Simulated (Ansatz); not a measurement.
# Ba (Im-3m): phonon-mediated transition temperature, part 2 of 2

Aim: the phonon-mediated transition temperature of Ba (Im-3m) at ambient pressure, over a range of μ*. The cell shown first is a relaxed one, from steps not shown here.

Ansatz 0.2.0; DFT PBE, scalar-relativistic, plane waves, PAW.

So far, log mean phonon energy ħω_log (meV): step 2 (electron–phonon run: q 4×4×4, k 12×12×12, scattering …) 4.88.

## Step 3: Resistivity: q 4×4×4, k 16×16×16, scattering 20×20×20

The next rung changes the k mesh of the density and its response; the scattering mesh, which samples the Fermi surface.

File input.yaml:

```yaml
crystal:
  lattice:
    - [-2.5065, 2.5065, 2.5065]
    - [2.5065, -2.5065, 2.5065]
    - [2.5065, 2.5065, -2.5065]
  atoms:
    - { symbol: Ba, position: [0.0, 0.0, 0.0] }
kpoints:
  mp_grid: { grid: [16, 16, 16] }
hamiltonian:
  xc: pbe
scf:
  occupations: { method: methfessel_paxton, width: 0.2 }
output:
  eigenvalues: true
phonons:
  method: dfpt
  qmesh: [4, 4, 4]
  temperatures: { t_max: 1000, t_step: 50 }
  qpath:
    path:
      - [[0.0, 0.0, 0.0], [0.5, -0.5, 0.5], [0.0, 0.0, 0.5], [0.0, 0.0, 0.0], [0.25, 0.25, 0.25], [0.5, -0.5, 0.5]]
      - [[0.25, 0.25, 0.25], [0.0, 0.0, 0.5]]
    npoints: 10
  electrical_resistivity:
    mesh: [20, 20, 20]
    temperatures: [20.0, 50.0, 80.0, 100.0, 150.0, 200.0, 273.0, 300.0, 400.0, 500.0, 600.0, 800.0]
  superconductivity: { mesh: [20, 20, 20] }
```

The run is started by

```bash
> ansatz run input.yaml --threads 4 --pin off --max-ram 12288MiB --backend cpu --events-out ev --progress --plain --runs-dir out
```

Numbers of over 12 decimals in the logs are rounded to 6 here.

What it wrote:

```text
[...]
Crystal: 1 atoms, lattice volume = 62.989 Å³
Basis set: ecut = 420 eV, 1253 PW (Γ), exchange–correlation on 60×60×60 points (8 copies of the dense FFT grid, shifted against one another)
Bands: 9, of which v1, the nominal top of the filled ones, is band 5 counted from 1 (4 counted from 0)
Symmetry: 48 space group operations
k-points: 145 of 4096
[...]
SCF iter   1: F=—  HF=-5949.539634 eV  |F-HF|=—  |Δ(HF+E_count)|=         —  Δρ=1.02e-3  dr2=1.00e-3  ethr=1.77e-3  ⟨swp⟩=7.2  Hψ=12279  notcnv=0
[...]
SCF iter   8: F=-5949.539676 eV  HF=-5949.539676 eV  |F-HF|=1.82e-12  |Δ(HF+E_count)|=  9.82e-11  S|Δr|=    0.00e0  Δρ=1.03e-7  dr2=3.25e-12  ethr=1.00e-12  ⟨swp⟩=6.1  Hψ=5733  notcnv=0
SCF 1 converged in 8 iterations: F = -5949.539676 eV  dr2 = 3.25e-12
[...]
NSCF: frozen V_eff on 145 k-points
[...]
SCF iter   1: F=—  HF=-5949.539634 eV  |F-HF|=—  |Δ(HF+E_count)|=         —  Δρ=1.02e-3  dr2=1.00e-3  ethr=1.77e-3  ⟨swp⟩=7.2  Hψ=12279  notcnv=0
[...]
SCF iter   8: F=-5949.539676 eV  HF=-5949.539676 eV  |F-HF|=0.00e0  |Δ(HF+E_count)|=  9.82e-11  S|Δr|=    0.00e0  Δρ=1.03e-7  dr2=3.26e-12  ethr=1.00e-12  ⟨swp⟩=3.0  Hψ=3155  notcnv=0
SCF 2 converged in 8 iterations: F = -5949.539676 eV  dr2 = 3.26e-12
[...]
SCF converged after 8 iterations
[...]
Free energy (F): -5949.539676 eV
[...]
Internal energy: -5949.541144 eV  (E = F + TS)
E sigma→0 (E₀):  -5949.540043 eV
Entropy (-TS):   0.001468 eV (1.468 meV/atom)
Fermi energy:    5.819952 eV
[...]
--- Band table (eV; the first three rows and the last of 145) ---
[...]
ASR residual: 3.320e-5 → 0.000e0 eV/Å²; symmetrization residual: 6.206e-14 eV/Å²
  ASR residual per site (eV/Å²): 3.32e-5
  Γ frequencies (cm⁻¹): 0.00 0.00 0.00
--- Phonons (arbitrary-q DFPT): 8 irreducible q on the 4×4×4 mesh ---
[...]
interpolated dispersion: 62 rows × 3 modes
[...]
--- Electrical resistivity: potentials and phonons of a 4×4×4 supercell ---
[...]
at the Fermi level of each mesh (of a tensor a third of its trace):
[...]
20×20×20                     0.5894              2.7892    0.2286    0.2105           4.872
       10×10×10                     0.6155              2.8353    0.2363    0.2170           4.890
          5×5×5                     0.5178              2.6935    0.2043    0.1920           4.284
  resistivity on the deck's mesh, µΩ·cm:
[...]
20.00     7.3288e-1              no     7.3288e-1     7.3288e-1     7.3288e-1        1.0291e0         7.7923e-1
     50.00      4.0687e0             yes      4.0687e0      4.0687e0      4.0687e0        4.7193e0          4.1209e0
     80.00      7.2477e0             yes      7.2477e0      7.2477e0      7.2477e0        8.2609e0          7.3071e0
    100.00      9.2918e0             yes      9.2918e0      9.2918e0      9.2918e0        1.0560e1          9.3592e0
    150.00      1.4322e1             yes      1.4322e1      1.4322e1      1.4321e1        1.6239e1          1.4409e1
    200.00      1.9332e1             yes      1.9332e1      1.9332e1      1.9332e1        2.1912e1          1.9434e1
    273.00      2.6697e1              no      2.6697e1      2.6697e1      2.6697e1        3.0282e1          2.6801e1
    300.00      2.9447e1              no      2.9447e1      2.9447e1      2.9447e1        3.3425e1          2.9545e1
    400.00      3.9790e1              no      3.9790e1      3.9790e1      3.9790e1        4.5335e1          3.9828e1
    500.00      5.0426e1              no      5.0426e1      5.0426e1      5.0426e1        5.7766e1          5.0340e1
    600.00      6.1362e1              no      6.1362e1      6.1362e1      6.1362e1        7.0716e1          6.1081e1
    800.00      8.3948e1              no      8.3948e1      8.3948e1      8.3948e1        9.8311e1          8.3066e1
[...]
vibrations of 64 cells: unjudged by the run; compare a larger repeat
[...]
--- Superconductivity: potentials and phonons of a 4×4×4 supercell ---
           mesh         λ    ħω_log (meV)  μ* declared at (meV)
       20×20×20    0.2286           4.872                5.610
       10×10×10    0.2363           4.890                5.605
          5×5×5    0.2043           4.284                5.090
  λ by the species' shares of the modes' patterns: Ba 0.2286
[...]
0.08      0.004         0.004    none_found    none_found    none_found    none_found     none_found
      0.10      0.001         0.001    none_found    none_found    none_found    none_found     none_found
      0.12      0.000         0.000    none_found    none_found    none_found    none_found     none_found
      0.13      0.000         0.000    none_found    none_found    none_found    none_found     none_found
      0.14      0.000         0.000    none_found    none_found    none_found    none_found     none_found
      0.16      0.000         0.000    none_found    none_found    none_found    none_found     none_found
      0.20      0.000         0.000    none_found    none_found    none_found    none_found     none_found
  none_found: no transition down to 0.1 K
[...]
vibrations of 64 cells: unjudged by the run; compare a larger repeat
[...]
```

Wall time 9.8 min (4 threads of Arm Neoverse V1, shared host); peak memory 9 GiB; 38 min of CPU time.

Numbers from this step:

* highest frequency, solved or plainly interpolated: 75.31 cm⁻¹
* resistivity at 300 K: 29.45 μΩ cm
* coupling constant λ: 0.2286
* density of states at the Fermi level: 0.5894 states/eV a spin and cell
* log mean phonon energy ħω_log: 4.872 meV
* transport coupling constant λ_tr: 0.2105, 0.2105, 0.2105 (xx, yy, zz)
* Drude plasma energy: 2.789, 2.789, 2.789 eV (xx, yy, zz)
* resistivity times mean free path: 25.6, 25.6, 25.6 × 10⁻¹⁶ Ω m² (xx, yy, zz)
* second-moment phonon energy ħω₂: 5.61 meV
* coupling λ by branch: 0.136, 0.0525, 0.0404 (branches by rank of frequency)

An empty cell: under 1 mK by a formula, or no transition down to the floor of the Eliashberg search. Transition temperatures:

| μ* | McMillan Tc (K) | Allen–Dynes Tc (K) |
| --- | --- | --- |
| 0.08 | 0.00428 | 0.00431 |
| 0.1 | - | - |
| 0.12 | - | - |
| 0.13 | - | - |
| 0.14 | - | - |
| 0.16 | - | - |
| 0.2 | - | - |

Between step 2 and this run (k-mesh 16×16×16 and scattering mesh 20×20×20) the value for the log mean phonon energy ħω_log moves from 4.88 meV to 4.87 meV.

## Step 4: Electron–phonon run: q 4×4×4, k 16×16×16, scattering 28×28×28

The next rung changes the scattering mesh, which samples the Fermi surface.

input.yaml: that of step 3 with these lines changed.

```diff
@@ -25,4 +25,4 @@
   electrical_resistivity:
-    mesh: [20, 20, 20]
+    mesh: [28, 28, 28]
     temperatures: [20.0, 50.0, 80.0, 100.0, 150.0, 200.0, 273.0, 300.0, 400.0, 500.0, 600.0, 800.0]
-  superconductivity: { mesh: [20, 20, 20] }
+  superconductivity: { mesh: [28, 28, 28] }
```

What it wrote:

```text
[...]
Crystal: 1 atoms, lattice volume = 62.989 Å³
Basis set: ecut = 420 eV, 1253 PW (Γ), exchange–correlation on 60×60×60 points (8 copies of the dense FFT grid, shifted against one another)
Bands: 9, of which v1, the nominal top of the filled ones, is band 5 counted from 1 (4 counted from 0)
Symmetry: 48 space group operations
k-points: 145 of 4096
[...]
SCF iter   1: F=—  HF=-5949.539634 eV  |F-HF|=—  |Δ(HF+E_count)|=         —  Δρ=1.02e-3  dr2=1.00e-3  ethr=1.77e-3  ⟨swp⟩=7.2  Hψ=12279  notcnv=0
[...]
SCF iter   8: F=-5949.539676 eV  HF=-5949.539676 eV  |F-HF|=1.82e-12  |Δ(HF+E_count)|=  9.82e-11  S|Δr|=    0.00e0  Δρ=1.03e-7  dr2=3.25e-12  ethr=1.00e-12  ⟨swp⟩=6.1  Hψ=5733  notcnv=0
SCF 1 converged in 8 iterations: F = -5949.539676 eV  dr2 = 3.25e-12
[...]
SCF iter   1: F=—  HF=-5949.539634 eV  |F-HF|=—  |Δ(HF+E_count)|=         —  Δρ=1.02e-3  dr2=1.00e-3  ethr=1.77e-3  ⟨swp⟩=7.2  Hψ=12279  notcnv=0
[...]
SCF iter   8: F=-5949.539676 eV  HF=-5949.539676 eV  |F-HF|=0.00e0  |Δ(HF+E_count)|=  9.82e-11  S|Δr|=    0.00e0  Δρ=1.03e-7  dr2=3.26e-12  ethr=1.00e-12  ⟨swp⟩=3.0  Hψ=3155  notcnv=0
SCF 2 converged in 8 iterations: F = -5949.539676 eV  dr2 = 3.26e-12
[...]
SCF converged after 8 iterations
[...]
Free energy (F): -5949.539676 eV
[...]
Internal energy: -5949.541144 eV  (E = F + TS)
E sigma→0 (E₀):  -5949.540043 eV
Entropy (-TS):   0.001468 eV (1.468 meV/atom)
Fermi energy:    5.819952 eV
[...]
--- Band table (eV; the first three rows and the last of 145) ---
[...]
ASR residual: 3.320e-5 → 0.000e0 eV/Å²; symmetrization residual: 6.206e-14 eV/Å²
  ASR residual per site (eV/Å²): 3.32e-5
  Γ frequencies (cm⁻¹): 0.00 0.00 0.00
--- Phonons (arbitrary-q DFPT): 8 irreducible q on the 4×4×4 mesh ---
[...]
interpolated dispersion: 62 rows × 3 modes
[...]
--- Electrical resistivity: potentials and phonons of a 4×4×4 supercell ---
[...]
at the Fermi level of each mesh (of a tensor a third of its trace):
[...]
28×28×28                     0.5925              2.7896    0.2295    0.2111           4.880
       14×14×14                     0.5972              2.7605    0.2304    0.2133           4.826
          7×7×7                     0.5466              2.7148    0.2072    0.1950           4.720
  resistivity on the deck's mesh, µΩ·cm:
[...]
20.00     7.2734e-1              no     7.2734e-1     7.2734e-1     7.2734e-1        1.0254e0         7.7647e-1
     50.00      4.0646e0              no      4.0646e0      4.0646e0      4.0646e0        4.7127e0          4.1223e0
     80.00      7.2388e0              no      7.2388e0      7.2388e0      7.2388e0        8.2462e0          7.3032e0
    100.00      9.2764e0              no      9.2764e0      9.2764e0      9.2764e0        1.0538e1          9.3476e0
    150.00      1.4285e1             yes      1.4285e1      1.4285e1      1.4285e1        1.6196e1          1.4374e1
    200.00      1.9274e1             yes      1.9274e1      1.9274e1      1.9274e1        2.1849e1          1.9377e1
    273.00      2.6618e1             yes      2.6618e1      2.6618e1      2.6618e1        3.0196e1          2.6730e1
    300.00      2.9364e1             yes      2.9364e1      2.9364e1      2.9364e1        3.3335e1          2.9475e1
    400.00      3.9706e1             yes      3.9706e1      3.9706e1      3.9706e1        4.5230e1          3.9784e1
    500.00      5.0352e1             yes      5.0352e1      5.0352e1      5.0352e1        5.7649e1          5.0340e1
    600.00      6.1295e1             yes      6.1295e1      6.1295e1      6.1295e1        7.0577e1          6.1126e1
    800.00      8.3880e1             yes      8.3880e1      8.3880e1      8.3880e1        9.8088e1          8.3175e1
[...]
not converged in the mesh (λ_tr; the resistivity at 20 K by 4.29 %; the resistivity at 50 K by 2.63 %; the resistivity at 80 K by 2.29 %; the resistivity at 100 K by 2.15 %): between neighbouring meshes, the two finest first, λ moves by 0.40 % and 10.09 %, λ_tr by 1.05 % and 8.59 % and the resistivity by up to 4.29 % and 5.38 %; an estimate, no bound, puts it up to 9.3e-7 % above the Boltzmann equation's exact value after up to 5 iterations (at most 30 are made, fewer where the estimate is under 1.0e-6 % of each spin channel's own resistivity)
  vibrations of 64 cells: unjudged by the run; compare a larger repeat
[...]
--- Superconductivity: potentials and phonons of a 4×4×4 supercell ---
           mesh         λ    ħω_log (meV)  μ* declared at (meV)
       28×28×28    0.2295           4.880                5.627
       14×14×14    0.2304           4.826                5.572
          7×7×7    0.2072           4.720                5.437
  λ by the species' shares of the modes' patterns: Ba 0.2295
[...]
0.08      0.005         0.005    none_found    none_found    none_found    none_found     none_found
      0.10      0.001         0.001    none_found    none_found    none_found    none_found     none_found
      0.12      0.000         0.000    none_found    none_found    none_found    none_found     none_found
      0.13      0.000         0.000    none_found    none_found    none_found    none_found     none_found
      0.14      0.000         0.000    none_found    none_found    none_found    none_found     none_found
      0.16      0.000         0.000    none_found    none_found    none_found    none_found     none_found
      0.20      0.000         0.000    none_found    none_found    none_found    none_found     none_found
  none_found: no transition down to 0.1 K
[...]
converged in the mesh: between neighbouring meshes, the two finest first, λ moves by 0.40 % and 10.09 % and the anisotropic transition temperature over the full bandwidth at μ* = 0.13 by nothing (neither mesh has one) and nothing (neither mesh has one); converged means that the two finest part by at most 2.00 % and 5.00 %
  vibrations of 64 cells: unjudged by the run; compare a larger repeat
[...]
```

Run time: 12 min. Hardware: 4 threads; peak memory 9 GiB.

Numbers from this step:

| Property | Result |
| --- | --- |
| resistivity at 300 K | 29.36 μΩ cm |
| coupling constant λ | 0.2295 |
| density of states at the Fermi level | 0.5925 states/eV a spin and cell |
| log mean phonon energy ħω_log | 4.88 meV |
| transport coupling constant λ_tr | 0.2111, 0.2111, 0.2111 (xx, yy, zz) |
| Drude plasma energy | 2.79, 2.79, 2.79 eV (xx, yy, zz) |
| resistivity times mean free path | 25.49, 25.49, 25.49 × 10⁻¹⁶ Ω m² (xx, yy, zz) |
| second-moment phonon energy ħω₂ | 5.627 meV |
| coupling λ by branch | 0.135, 0.0529, 0.0413 (branches by rank of frequency) |

An empty cell: under 1 mK by a formula, or no transition down to the floor of the Eliashberg search. Transition temperatures:

| μ* | McMillan Tc (K) | Allen–Dynes Tc (K) |
| --- | --- | --- |
| 0.08 | 0.0045 | 0.00454 |
| 0.1 | - | - |
| 0.12 | - | - |
| 0.13 | - | - |
| 0.14 | - | - |
| 0.16 | - | - |
| 0.2 | - | - |

Eliashberg function α²F against phonon energy; read off at these points:

| phonon energy (meV) | α²F | α²F tr |
| --- | --- | --- |
| 0.250 | 0 | 0 |
| 0.500 | 2.4e-4 | 3.6e-5 |
| 0.750 | 7.3e-4 | 1.8e-4 |
| 1.000 | 0.00174 | 5.2e-4 |
| 1.250 | 0.00259 | 0.00103 |
| 1.500 | 0.00363 | 0.00161 |
| 1.750 | 0.00505 | 0.00245 |
| 2.000 | 0.00705 | 0.00357 |
| 2.250 | 0.00932 | 0.00501 |
| 2.500 | 0.0130 | 0.00740 |
| 2.750 | 0.0193 | 0.0122 |
| 3.000 | 0.0668 | 0.0375 |
| 3.250 | 0.0903 | 0.0583 |
| 3.500 | 0.0927 | 0.0712 |
| 3.750 | 0.0934 | 0.0832 |
| 4.000 | 0.0972 | 0.0938 |
| 4.250 | 0.104 | 0.102 |
| 4.500 | 0.107 | 0.104 |
| 4.750 | 0.106 | 0.0992 |
| 5.000 | 0.110 | 0.0925 |
| 5.250 | 0.0772 | 0.0788 |
| 5.500 | 0.0672 | 0.0723 |
| 5.750 | 0.0621 | 0.0680 |
| 6.000 | 0.0626 | 0.0699 |
| 6.250 | 0.0747 | 0.0835 |
| 6.500 | 0.120 | 0.122 |
| 6.750 | 0.147 | 0.170 |
| 6.819 | 0.152 | 0.173 |
| 6.892 | 0.161 | 0.173 |
| 7.000 | 0.130 | 0.132 |
| 7.250 | 0.0958 | 0.0894 |
| 7.500 | 0.0862 | 0.0734 |
| 7.750 | 0.0788 | 0.0667 |
| 8.000 | 0.0810 | 0.0792 |
| 8.250 | 0.0931 | 0.103 |
| 8.500 | 0.142 | 0.166 |
| 8.569 | 0.184 | 0.216 |
| 8.750 | 0.104 | 0.118 |
| 9.000 | 0.0597 | 0.0671 |
| 9.250 | 0.0221 | 0.0211 |

The coupling constant from the curve is λ = 0.23; modes below 5.00 meV give half. Distinct peaks of the Eliashberg function α²F (α²F) stand at 5.00, 6.89 and 8.57 meV; the one at 8.57 meV is strongest.

## Step 5: Results

```
meshes                        : q 4×4×4, k 16×16×16, scattering 28×28×28
coupling constant λ           : 0.230
log mean phonon energy ħω_log : 4.88 meV
```

What this shows: In the last run (PBE, q 4×4×4, k 16×16×16, scattering 28×28×28), with λ = 0.23 and ħω_log = 4.88 meV, Tc at μ* = 0.13 is under 1 mK by the formulas. Wikipedia's list of superconducting elements holds no transition of Ba at normal pressure, in line with the calculation. In that run Allen and Dynes's formula gives no transition above 0.05 K at μ* = 0.10 or more. The run's transport test calls it not converged in the mesh. Over the runs, λ takes the values 0.238, 0.229 and 0.230, in the order shown. μ* is a typed number, phonons are harmonic, and spin fluctuations are left out; with λ this near or under μ*(1 + 0.62 λ), the formulas give Tc only to its order of magnitude, or none.

[Logs are printed without paths, hosts, clocks, repeated set-up lines and the standing remarks that a program may print on its own settings, such as how far it seeks lower states.]

[Hosts, paths, dates, database ids (printed as entryN), source tags and the programs' standing remarks are cut or masked in the printed files.]
